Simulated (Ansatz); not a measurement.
CdF2 (Fm-3m), computed twice by G0W0.

It takes space group Fm-3m (No. 225, cubic). Conventional cell: a = 5.388 Å, b = 5.388 Å, c = 5.388 Å, α = 90.00°, β = 90.00°, γ = 90.00°. Cd has 8 F at 2.33 Å nearest. F has 4 Cd at 2.33 Å nearest. Farther neighbours and most contacts between anions are not listed.

```xyz
3
Lattice="0.0000 2.6940 2.6940 2.6940 0.0000 2.6940 2.6940 2.6940 0.0000" Properties=species:S:1:pos:R:3 pbc="T T T"
Cd    0.0000    0.0000    0.0000
F     1.3470    1.3470    1.3470
F     4.0410    4.0410    4.0410
```

The cell and positions come from the Crystallography Open Database and are kept as given unless a step says otherwise.

The first (Ansatz 0.2.0; start PBE, 6×6×6 mesh, 251 empty bands, screening to 200 eV, PAW set soft_1 files; 1 × NVIDIA GB200 (shared by 2 runs) with 24 threads of Arm Neoverse V2, shared host) gave, on its mesh: starting gap 3.12 eV, G0W0 gap 5.46 eV, RPA ε∞ (mean) 2.76, 6.4 s.

**Question.** The second changes empty bands from 251 to 116 and screening cutoff (eV) from 200.0 to 120. What does it give?

It gave: starting gap 3.12 eV, G0W0 gap 5.34 eV, RPA ε∞ (mean) 2.78, 4.8 s. The G0W0 gap moves by −0.12 eV, +0.00 eV from the start and −0.12 eV from the correction. Σc changes by +0.17 eV at the valence top and +0.05 eV at the conduction bottom, and Σx − Vxc between them by +0.00 eV.

Limits: not at the basis limit; d shell near the gap, gap tends to lie low; no spin-orbit coupling.

[Paths, hosts, dates, memory and timing lines, banners, echoed tables and standing remarks are left out of the program output.]

[Logs are printed without paths, hosts, clocks, repeated set-up lines and the standing remarks that a program may print on its own settings, such as how far it seeks lower states.]

[Runs of the session that timed out or met a known fault of the program may be left out.]

[Cells called generated may have been cut or substituted from an entry of the Crystallography Open Database or the Materials Project.]

[Hosts, paths, dates, database ids (printed as entryN), source tags and the programs' standing remarks are cut or masked in the printed files.]
